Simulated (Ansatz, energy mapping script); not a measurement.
# ScNiO2 in the infinite layer structure: J from the energies of magnetic orders, part 2 of 3

Wanted: the magnetic order of ScNiO2 in the infinite layer structure, its couplings and an estimate of its ordering temperature, by PBE+U (6 eV).

PBE with U = 6 eV on Ni d, ortho-atomic projectors; plane waves, U on orthogonalised atomic orbitals unless named otherwise, collinear spin, no spin–orbit coupling.

So far. Step 4 (Order 1: parallel, cell A of 8 atoms): The run ends ferromagnetic.

**5. Order 2: compensated +−, cell A of 8 atoms**

This order reverses 2 of the 2 neighbours at 2.88 Å, 0 of the 4 neighbours at 3.83 Å and 8 of the 8 neighbours at 4.79 Å, counted for an average magnetic atom.

input.yaml

```yaml
crystal:
  lattice:
    - [3.830613561, 0.0, 0.0]
    - [0.0, 3.830613561, 0.0]
    - [0.0, 0.0, 5.764666698]
  atoms:
    - { symbol: Sc, position: [0.5, 0.5, 0.25] }
    - { symbol: Sc, position: [0.5, 0.5, 0.75] }
    - { symbol: Ni, position: [0.0, 0.0, 0.0], spin: 2.0 }
    - { symbol: Ni, position: [0.0, 0.0, 0.5], spin: -2.0 }
    - { symbol: O, position: [0.5, 0.0, 0.0] }
    - { symbol: O, position: [0.5, 0.0, 0.5] }
    - { symbol: O, position: [0.0, 0.5, 0.0] }
    - { symbol: O, position: [0.0, 0.5, 0.5] }
magnetization:
  spin_polarized: true
kpoints:
  mp_grid: { grid: [10, 10, 6] }
hamiltonian:
  xc: pbe
  hubbard:
    sites:
      - { species: Ni, l: d, u_eff: 6.0 }
      - { site: 2, l: d, u_eff: 6.0, starting_ns: [{ spin: up, occupation_matrix: ni2_major }, { spin: down, occupation_matrix: ni2_minor }] }
      - { site: 3, l: d, u_eff: 6.0, starting_ns: [{ spin: up, occupation_matrix: ni2_minor }, { spin: down, occupation_matrix: ni2_major }] }
    projectors: ortho-atomic
    occupation_matrices:
      ni2_major:
        matrix:
          - [0.93, 0.0, 0.0, 0.0, 0.0]
          - [0.0, 0.981, 0.0, 0.0, 0.0]
          - [0.0, 0.0, 0.981, 0.0, 0.0]
          - [0.0, 0.0, 0.0, 0.893, 0.0]
          - [0.0, 0.0, 0.0, 0.0, 0.985]
      ni2_minor:
        matrix:
          - [0.901, 0.0, 0.0, 0.0, 0.0]
          - [0.0, 0.975, 0.0, 0.0, 0.0]
          - [0.0, 0.0, 0.975, 0.0, 0.0]
          - [0.0, 0.0, 0.0, 0.159, 0.0]
          - [0.0, 0.0, 0.0, 0.0, 0.982]
scf:
  occupations: { method: fermi_dirac, width: 0.05 }
output:
  eigenvalues: true
  write_density: true
  write_potential: true
  elf: true
  volumetric_format: npy
```

Command:

```console
$ ansatz run input.yaml --threads 4 --pin off --max-ram 8192MiB --backend cpu --events-out ev --progress --plain --runs-dir out
```

Numbers of over 12 decimals in the logs are rounded to 6 here.

The log of the run:

```text
[...]
Crystal: 8 atoms, lattice volume = 84.588 Å³
Basis set: ecut = 420 eV, 1651 PW (Γ)
Bands: 52, of which v1, the nominal top of the filled ones, is band 41 counted from 1 (40 counted from 0)
Symmetry: 16 space group operations
[...]
k-points: 84 of 600
[...]
Starting moments: Σ|m| = 4 μB on 2 of 8 sites
Starting magnetic order: antiferromagnet; a translation exchanges its spin sublattices: spin-degenerate at every k-point
[...]
SCF iter   1: F=—  HF=-18228.913543 eV  |F-HF|=—  |Δ(HF+E_count)|=         —  Δρ=1.58e-1 (↑1.58e-1 ↓1.58e-1)  dr2=4.03e1  dr2_m=6.72e0  M=0.000 μB ∫|m|=1.503 μB  β_m=0.30  ethr=3.10e-3  ⟨swp⟩=5.2  Hψ=13159  notcnv=0  defer=7
[...]
SCF iter  15: F=-18222.303874 eV  HF=-18222.303874 eV  |F-HF|=1.82e-10  |Δ(HF+E_count)|=   3.56e-9  Δρ=7.10e-7 (↑7.10e-7 ↓7.10e-7)  dr2=8.53e-10  dr2_m=1.39e-10  M=0.000 μB ∫|m|=1.771 μB  ethr=6.87e-11  ⟨swp⟩=1.2  Hψ=10097  notcnv=0
SCF 1 converged in 15 iterations: F = -18222.303874 eV  dr2 = 8.53e-10
[...]
SCF converged after 15 iterations
[...]
Magnetization: 0.0000 μB (41.0000 up, 41.0000 down)
Absolute magnetization: 1.7716 μB (∫|ρ↑−ρ↓|, with the PAW one-centre terms)
[...]
Per-site moments (μB) at R_I (Å): [(-3.846767008432817e-18, 0.988741), (3.907304698929946e-18, 0.988741), (0.772257, 0.790064), (-0.772257, 0.790064), (-0.010418, 0.790064), (0.010418, 0.790064), (-0.010418, 0.790064), (0.010418, 0.790064)]
Free energy (F): -18222.303874 eV
[...]
Internal energy: -18222.291561 eV  (E = F + TS)
E sigma→0 (E₀):  -18222.297717 eV
Entropy (-TS):   -0.012313 eV (-1.539 meV/atom)
Fermi energy:    13.626985 eV
[...]
--- Specified on-site occupations, and those of the state reported ---
  electrons in the specified blocks: 17.5240 specified, 17.5256 found
[...]
--- Band table (eV; the first three rows and the last of 168) ---
  k-point 0 ↑: bands = [... 37 lower, 10.7025, 10.7025, 10.9861, 11.9853, 12.7308, 15.2891, 15.3837, 15.4088, ... 7 higher]
  k-point 1 ↑: bands = [... 37 lower, 10.6874, 10.6874, 10.7230, 11.9105, 12.9455, 15.2948, 15.3770, 15.6203, ... 7 higher]
  k-point 2 ↑: bands = [... 37 lower, 10.6468, 10.6468, 10.6893, 11.7075, 13.5656, 15.3102, 15.3596, 15.5520, ... 7 higher]
  k-point 83 ↓: bands = [... 37 lower, 11.7735, 12.1811, 12.1811, 15.0397, 15.1758, 15.2904, 15.3101, 15.3172, ... 7 higher]
Occupation matrices written to <dir>
```

Elapsed: 10 s, on 4 threads of Arm Neoverse V2, shared host; peak memory 0.87 GiB.

Spin moment in the sphere by atom:

| atom | spin moment in the sphere (μB) |
| --- | --- |
| Sc1 | 0.000 |
| Sc2 | 0.000 |
| Ni3 | 0.772 |
| Ni4 | -0.772 |
| O5 | -0.010 |
| O6 | 0.010 |
| O7 | -0.010 |
| O8 | 0.010 |

The run ends antiferromagnetic, 0.93 meV a magnetic atom below the parallel order of its cell, a difference that unlike orbital or electronic states can set, not exchange alone (energies taken at zero occupation width, not the printed F).

Spin density in the ac plane at fractional y = 0.000, with atoms of Ni and O within 0.2 Å of it.

Ten even steps from '_' (-2.2 e/Å³) to '@' (2.6 e/Å³), each cell a mean:
```
****++==================++**
============================
============================
============================
============================
============================
============================
============================
============================
....--==================::..
____--==================::__
==--========================
============================
============================
============================
============================
============================
============================
============================
++++++==================++++
@@%%**================++##@@
```
Columns run along a (3.8 Å), rows up along c (5.8 Å). Atoms in or near the plane, at fractional coordinates: Ni at (0.00, 0.00), Ni at (0.00, 0.50), O at (0.50, 0.00), O at (0.50, 0.50).

ELF in the ac plane at fractional y = 0.000, with atoms of Ni and O within 0.2 Å of it. It is the smooth field of the valence electrons, not physical close to the nuclei.

Ten even steps from '_' (0.07) to '@' (0.81), each cell a mean:
```
**==..__++@@%%**%%@@--__::++
----..__==@@@@@@@@%%::__::--
::::..__::**%%@@%%++..__..::
......____::--==--..____....
....____________________....
....____________________....
......__..--++++++::..__....
::::..__--##@@@@%%**::__..::
==--..__++@@@@@@@@%%--__::==
##++::__**@@##++%%@@==__--++
##++::__**@@**==##@@==__--**
++==..__++@@@@%%@@%%--__::==
--::..__--%%@@@@@@##::__::::
......__..==**##**--..__....
......____........______....
....____________________....
......____..::--::..____....
::....__::++##%%##==..__....
----..__==%%@@@@@@##::__::--
++==..__++@@%%##@@@@--__::++
%%++::__**@@**--##@@==__--**
```
Columns run along a (3.8 Å), rows up along c (5.8 Å). Atoms in or near the plane, at fractional coordinates: Ni at (0.00, 0.00), Ni at (0.00, 0.50), O at (0.50, 0.00), O at (0.50, 0.50).

**6. Parallel start in cell B (8 atoms)**

The parallel order again, as the reference for this cell.

This run holds the same structure in another cell (a 3.831 → 2.882 Å, c 5.765 → 7.661 Å).

input.yaml

```yaml
crystal:
  lattice:
    - [0.0, 0.0, 2.882333349]
    - [3.830613561, 0.0, 0.0]
    - [0.0, 7.661227122, 0.0]
  atoms:
    - { symbol: Sc, position: [0.5, 0.5, 0.25] }
    - { symbol: Sc, position: [0.5, 0.5, 0.75] }
    - { symbol: Ni, position: [0.0, 0.0, 0.0], spin: 2.0 }
    - { symbol: Ni, position: [0.0, 0.0, 0.5], spin: 2.0 }
    - { symbol: O, position: [0.0, 0.5, 0.0] }
    - { symbol: O, position: [0.0, 0.5, 0.5] }
    - { symbol: O, position: [0.0, 0.0, 0.25] }
    - { symbol: O, position: [0.0, 0.0, 0.75] }
magnetization:
  spin_polarized: true
kpoints:
  mp_grid: { grid: [12, 10, 5] }
hamiltonian:
  xc: pbe
  hubbard:
    sites:
      - { species: Ni, l: d, u_eff: 6.0 }
      - { site: 2, l: d, u_eff: 6.0, starting_ns: [{ spin: up, occupation_matrix: ni2_major }, { spin: down, occupation_matrix: ni2_minor }] }
      - { site: 3, l: d, u_eff: 6.0, starting_ns: [{ spin: up, occupation_matrix: ni2_major }, { spin: down, occupation_matrix: ni2_minor }] }
    projectors: ortho-atomic
    occupation_matrices:
      ni2_major:
        matrix:
          - [0.93, 0.0, 0.0, 0.0, 0.0]
          - [0.0, 0.981, 0.0, 0.0, 0.0]
          - [0.0, 0.0, 0.981, 0.0, 0.0]
          - [0.0, 0.0, 0.0, 0.893, 0.0]
          - [0.0, 0.0, 0.0, 0.0, 0.985]
      ni2_minor:
        matrix:
          - [0.901, 0.0, 0.0, 0.0, 0.0]
          - [0.0, 0.975, 0.0, 0.0, 0.0]
          - [0.0, 0.0, 0.975, 0.0, 0.0]
          - [0.0, 0.0, 0.0, 0.159, 0.0]
          - [0.0, 0.0, 0.0, 0.0, 0.982]
scf:
  occupations: { method: fermi_dirac, width: 0.05 }
output:
  eigenvalues: true
```

The log of the run:

```text
[...]
Crystal: 8 atoms, lattice volume = 84.588 Å³
Basis set: ecut = 420 eV, 1629 PW (Γ)
Bands: 52, of which v1, the nominal top of the filled ones, is band 41 counted from 1 (40 counted from 0)
Symmetry: 16 space group operations
[...]
k-points: 126 of 600
[...]
Starting moments: Σ|m| = 4 μB on 2 of 8 sites
[...]
k-point 1 ↑: bands = [... 37 lower, 10.8840, 11.1631, 11.3428, 11.7955, 12.1680, 12.7842, 13.4647, 15.3041, ... 7 higher]
  k-point 2 ↑: bands = [... 37 lower, 11.1309, 11.3254, 11.5423, 11.6269, 11.9107, 13.0183, 13.2728, 15.3526, ... 7 higher]
  k-point 125 ↓: bands = [... 37 lower, 11.9084, 12.9031, 13.0058, 13.8664, 14.5071, 15.1618, 15.2840, 15.8868, ... 7 higher]
Occupation matrices written to <dir>
[key lines of the parts left out:]
SCF converged after 15 iterations
Magnetization: 1.5203 μB (41.7601 up, 40.2399 down)
Free energy (F): -18222.302463 eV
Fermi energy:    13.629755 eV
```

Wall time 26 s (4 threads); peak memory 1.1 GiB.

The run ends ferromagnetic. For each magnetic atom its energy differs from the parallel run of the first cell by 0.00 meV, an error that one common reference would have brought in.

**7. Order 4: compensated +−, cell B of 8 atoms**

This order reverses 0 of the 2 neighbours at 2.88 Å, 2 of the 4 neighbours at 3.83 Å and 4 of the 8 neighbours at 4.79 Å, counted for an average magnetic atom.

Changes to input.yaml since step 6:

```diff
@@ -9,3 +9,3 @@
     - { symbol: Ni, position: [0.0, 0.0, 0.0], spin: 2.0 }
-    - { symbol: Ni, position: [0.0, 0.0, 0.5], spin: 2.0 }
+    - { symbol: Ni, position: [0.0, 0.0, 0.5], spin: -2.0 }
     - { symbol: O, position: [0.0, 0.5, 0.0] }
@@ -24,3 +24,3 @@
       - { site: 2, l: d, u_eff: 6.0, starting_ns: [{ spin: up, occupation_matrix: ni2_major }, { spin: down, occupation_matrix: ni2_minor }] }
-      - { site: 3, l: d, u_eff: 6.0, starting_ns: [{ spin: up, occupation_matrix: ni2_major }, { spin: down, occupation_matrix: ni2_minor }] }
+      - { site: 3, l: d, u_eff: 6.0, starting_ns: [{ spin: up, occupation_matrix: ni2_minor }, { spin: down, occupation_matrix: ni2_major }] }
     projectors: ortho-atomic
```

The log of the run:

```text
[...]
Crystal: 8 atoms, lattice volume = 84.588 Å³
Basis set: ecut = 420 eV, 1629 PW (Γ)
Bands: 52, of which v1, the nominal top of the filled ones, is band 41 counted from 1 (40 counted from 0)
Symmetry: 8 space group operations
[...]
k-points: 126 of 600
[...]
Starting moments: Σ|m| = 4 μB on 2 of 8 sites
[...]
k-point 1 ↑: bands = [... 37 lower, 11.2779, 11.3623, 11.5259, 12.4017, 12.7754, 13.4202, 15.2761, 15.4105, ... 7 higher]
  k-point 2 ↑: bands = [... 37 lower, 11.3106, 11.5153, 11.6750, 12.1694, 13.0004, 13.2440, 15.3171, 15.3718, ... 7 higher]
  k-point 125 ↓: bands = [... 37 lower, 11.8979, 12.1422, 13.0347, 13.8385, 13.9902, 14.4813, 15.1328, 15.2873, ... 7 higher]
Occupation matrices written to <dir>
[key lines of the parts left out:]
SCF converged after 15 iterations
Magnetization: 0.0000 μB (41.0000 up, 41.0000 down)
Free energy (F): -18222.107192 eV
Fermi energy:    13.536171 eV
```

Wall time 12 s (4 threads); peak memory 1.1 GiB; 48 s of CPU time.

The run ends antiferromagnetic, 99.43 meV a magnetic atom above the parallel order of its cell, a difference that unlike orbital or electronic states can set, not exchange alone (energies taken at zero occupation width, not the printed F).

**8. Order 5: parallel, cell C of 8 atoms**

The parallel order again, as the reference for this cell.

This run holds the same structure in another cell (a 2.882 → 4.794 Å, b 3.831 → 4.794 Å, c 7.661 → 4.794 Å, α 90.0 → 106.1°, β 90.0 → 111.2°, γ 90.0 → 111.2°).

input.yaml

```yaml
crystal:
  lattice:
    - [3.830613561, 0.0, 2.882333349]
    - [0.0, -3.830613561, -2.882333349]
    - [0.0, 3.830613561, -2.882333349]
  atoms:
    - { symbol: Sc, position: [0.5, 0.25, 0.75] }
    - { symbol: Sc, position: [0.5, 0.75, 0.25] }
    - { symbol: Ni, position: [0.0, 0.5, 0.5], spin: 2.0 }
    - { symbol: Ni, position: [0.0, 0.0, 0.0], spin: 2.0 }
    - { symbol: O, position: [0.5, 0.75, 0.75] }
    - { symbol: O, position: [0.5, 0.25, 0.25] }
    - { symbol: O, position: [0.0, 0.25, 0.75] }
    - { symbol: O, position: [0.0, 0.75, 0.25] }
magnetization:
  spin_polarized: true
kpoints:
  mp_grid: { grid: [10, 10, 10] }
hamiltonian:
  xc: pbe
  hubbard:
    sites:
      - { species: Ni, l: d, u_eff: 6.0 }
      - { site: 2, l: d, u_eff: 6.0, starting_ns: [{ spin: up, occupation_matrix: ni2_major }, { spin: down, occupation_matrix: ni2_minor }] }
      - { site: 3, l: d, u_eff: 6.0, starting_ns: [{ spin: up, occupation_matrix: ni2_major }, { spin: down, occupation_matrix: ni2_minor }] }
    projectors: ortho-atomic
    occupation_matrices:
      ni2_major:
        matrix:
          - [0.93, 0.0, 0.0, 0.0, 0.0]
          - [0.0, 0.981, 0.0, 0.0, 0.0]
          - [0.0, 0.0, 0.981, 0.0, 0.0]
          - [0.0, 0.0, 0.0, 0.893, 0.0]
          - [0.0, 0.0, 0.0, 0.0, 0.985]
      ni2_minor:
        matrix:
          - [0.901, 0.0, 0.0, 0.0, 0.0]
          - [0.0, 0.975, 0.0, 0.0, 0.0]
          - [0.0, 0.0, 0.975, 0.0, 0.0]
          - [0.0, 0.0, 0.0, 0.159, 0.0]
          - [0.0, 0.0, 0.0, 0.0, 0.982]
scf:
  occupations: { method: fermi_dirac, width: 0.05 }
output:
  eigenvalues: true
```

The log of the run:

```text
[...]
Crystal: 8 atoms, lattice volume = 84.588 Å³
Basis set: ecut = 420 eV, 1625 PW (Γ)
Bands: 52, of which v1, the nominal top of the filled ones, is band 41 counted from 1 (40 counted from 0)
Symmetry: 32 space group operations
[...]
k-points: 102 of 1000
[...]
Starting moments: Σ|m| = 4 μB on 2 of 8 sites
[...]
k-point 1 ↑: bands = [... 37 lower, 11.4718, 11.4803, 11.5881, 12.0488, 12.8282, 13.4110, 14.9363, 15.1237, ... 7 higher]
  k-point 2 ↑: bands = [... 37 lower, 11.3383, 11.3577, 11.5087, 11.8312, 13.2039, 14.0881, 14.6701, 15.3279, ... 7 higher]
  k-point 101 ↓: bands = [... 37 lower, 12.3292, 12.3292, 12.3831, 14.3987, 15.3831, 16.0547, 16.7006, 16.8233, ... 7 higher]
Occupation matrices written to <dir>
[key lines of the parts left out:]
SCF converged after 15 iterations
Magnetization: 1.5095 μB (41.7547 up, 40.2453 down)
Free energy (F): -18222.299867 eV
Fermi energy:    13.641898 eV
```

It took 20 s on 4 threads; peak memory 1 GiB.

The run ends ferromagnetic. For each magnetic atom its energy differs from the parallel run of the first cell by 1.69 meV, an error that one common reference would have brought in.

**9. Compensated +− start in cell C (8 atoms)**

This order reverses 2 of the 2 neighbours at 2.88 Å, 4 of the 4 neighbours at 3.83 Å and 0 of the 8 neighbours at 4.79 Å, counted for an average magnetic atom.

Changes to input.yaml since step 8:

```diff
@@ -9,3 +9,3 @@
     - { symbol: Ni, position: [0.0, 0.5, 0.5], spin: 2.0 }
-    - { symbol: Ni, position: [0.0, 0.0, 0.0], spin: 2.0 }
+    - { symbol: Ni, position: [0.0, 0.0, 0.0], spin: -2.0 }
     - { symbol: O, position: [0.5, 0.75, 0.75] }
@@ -24,3 +24,3 @@
       - { site: 2, l: d, u_eff: 6.0, starting_ns: [{ spin: up, occupation_matrix: ni2_major }, { spin: down, occupation_matrix: ni2_minor }] }
-      - { site: 3, l: d, u_eff: 6.0, starting_ns: [{ spin: up, occupation_matrix: ni2_major }, { spin: down, occupation_matrix: ni2_minor }] }
+      - { site: 3, l: d, u_eff: 6.0, starting_ns: [{ spin: up, occupation_matrix: ni2_minor }, { spin: down, occupation_matrix: ni2_major }] }
     projectors: ortho-atomic
```

The log of the run:

```text
[...]
Crystal: 8 atoms, lattice volume = 84.588 Å³
Basis set: ecut = 420 eV, 1625 PW (Γ)
Bands: 52, of which v1, the nominal top of the filled ones, is band 41 counted from 1 (40 counted from 0)
Symmetry: 16 space group operations
[...]
k-points: 102 of 1000
[...]
Starting moments: Σ|m| = 4 μB on 2 of 8 sites
[...]
k-point 1 ↑: bands = [... 37 lower, 11.9252, 12.0425, 12.5141, 12.7334, 12.8383, 13.5397, 14.8754, 14.9288, ... 7 higher]
  k-point 2 ↑: bands = [... 37 lower, 11.8148, 11.9690, 12.4172, 12.9416, 13.0305, 14.1643, 15.0886, 15.1567, ... 7 higher]
  k-point 101 ↓: bands = [... 37 lower, 12.3285, 12.3285, 12.3442, 12.8029, 14.1992, 15.2066, 15.9099, 16.6103, ... 7 higher]
Occupation matrices written to <dir>
[key lines of the parts left out:]
SCF converged after 22 iterations
Magnetization: 0.0000 μB (41.0000 up, 41.0000 down)
Free energy (F): -18221.977072 eV
Fermi energy:    13.150707 eV
```

It took 17 s on 4 threads; peak memory 0.97 GiB; 66 s of CPU time.

The run ends antiferromagnetic, 164.15 meV a magnetic atom above the parallel order of its cell, a difference that unlike orbital or electronic states can set, not exchange alone (energies taken at zero occupation width, not the printed F).

**10. Parallel start in cell D (8 atoms)**

The parallel order again, as the reference for this cell.

This run holds the same structure in another cell (a 4.794 → 2.882 Å, b 4.794 → 5.417 Å, c 4.794 → 5.417 Å, α 106.1 → 90.0°, β 111.2 → 90.0°, γ 111.2 → 90.0°).

input.yaml

```yaml
crystal:
  lattice:
    - [0.0, 0.0, -2.882333349]
    - [3.830613561, 3.830613561, 0.0]
    - [3.830613561, -3.830613561, 0.0]
  atoms:
    - { symbol: Sc, position: [0.5, 0.5, 0.0] }
    - { symbol: Sc, position: [0.5, 0.0, 0.5] }
    - { symbol: Ni, position: [0.0, 0.0, 0.0], spin: 2.0 }
    - { symbol: Ni, position: [0.0, 0.5, 0.5], spin: 2.0 }
    - { symbol: O, position: [0.0, 0.25, 0.25] }
    - { symbol: O, position: [0.0, 0.75, 0.75] }
    - { symbol: O, position: [0.0, 0.25, 0.75] }
    - { symbol: O, position: [0.0, 0.75, 0.25] }
magnetization:
  spin_polarized: true
kpoints:
  mp_grid: { grid: [12, 7, 7] }
hamiltonian:
  xc: pbe
  hubbard:
    sites:
      - { species: Ni, l: d, u_eff: 6.0 }
      - { site: 2, l: d, u_eff: 6.0, starting_ns: [{ spin: up, occupation_matrix: ni2_major }, { spin: down, occupation_matrix: ni2_minor }] }
      - { site: 3, l: d, u_eff: 6.0, starting_ns: [{ spin: up, occupation_matrix: ni2_major }, { spin: down, occupation_matrix: ni2_minor }] }
    projectors: ortho-atomic
    occupation_matrices:
      ni2_major:
        matrix:
          - [0.93, 0.0, 0.0, 0.0, 0.0]
          - [0.0, 0.981, 0.0, 0.0, 0.0]
          - [0.0, 0.0, 0.981, 0.0, 0.0]
          - [0.0, 0.0, 0.0, 0.893, 0.0]
          - [0.0, 0.0, 0.0, 0.0, 0.985]
      ni2_minor:
        matrix:
          - [0.901, 0.0, 0.0, 0.0, 0.0]
          - [0.0, 0.975, 0.0, 0.0, 0.0]
          - [0.0, 0.0, 0.975, 0.0, 0.0]
          - [0.0, 0.0, 0.0, 0.159, 0.0]
          - [0.0, 0.0, 0.0, 0.0, 0.982]
scf:
  occupations: { method: fermi_dirac, width: 0.05 }
output:
  eigenvalues: true
```

The log of the run:

```text
[...]
Crystal: 8 atoms, lattice volume = 84.588 Å³
Basis set: ecut = 420 eV, 1645 PW (Γ)
Bands: 52, of which v1, the nominal top of the filled ones, is band 41 counted from 1 (40 counted from 0)
Symmetry: 32 space group operations
[...]
k-points: 70 of 588
[...]
Starting moments: Σ|m| = 4 μB on 2 of 8 sites
[...]
k-point 1 ↑: bands = [... 37 lower, 11.0146, 11.1372, 11.9109, 11.9477, 12.7761, 14.2732, 14.7883, 15.2932, ... 7 higher]
  k-point 2 ↑: bands = [... 37 lower, 11.3834, 11.7447, 11.8034, 11.8805, 13.0440, 14.0511, 14.2159, 15.3377, ... 7 higher]
  k-point 69 ↓: bands = [... 37 lower, 11.7581, 12.7574, 12.7852, 15.2354, 15.3901, 15.3962, 15.4952, 16.0661, ... 7 higher]
Occupation matrices written to <dir>
[key lines of the parts left out:]
SCF converged after 15 iterations
Magnetization: 1.5382 μB (41.7691 up, 40.2309 down)
Free energy (F): -18222.299868 eV
Fermi energy:    13.612825 eV
```

The job ended after 13 s (4 threads; peak memory 0.81 GiB; 50 s of CPU time).

The run ends ferromagnetic. For each magnetic atom its energy differs from the parallel run of the first cell by 1.70 meV, an error that one common reference would have brought in.

(Continued in part 3 of 3.)

[Logs and program files are shortened in this print: banners, set-up blocks, solver, clock and traceback lines can be left out without a mark of their own.]

[Logs are printed without paths, hosts, clocks, repeated set-up lines and the standing remarks that a program may print on its own settings, such as how far it seeks lower states.]

[Hosts, paths, dates, database ids (printed as entryN), source tags and the programs' standing remarks are cut or masked in the printed files.]

[Where a cell is said to come from a database of computed structures, the database is the Materials Project.]
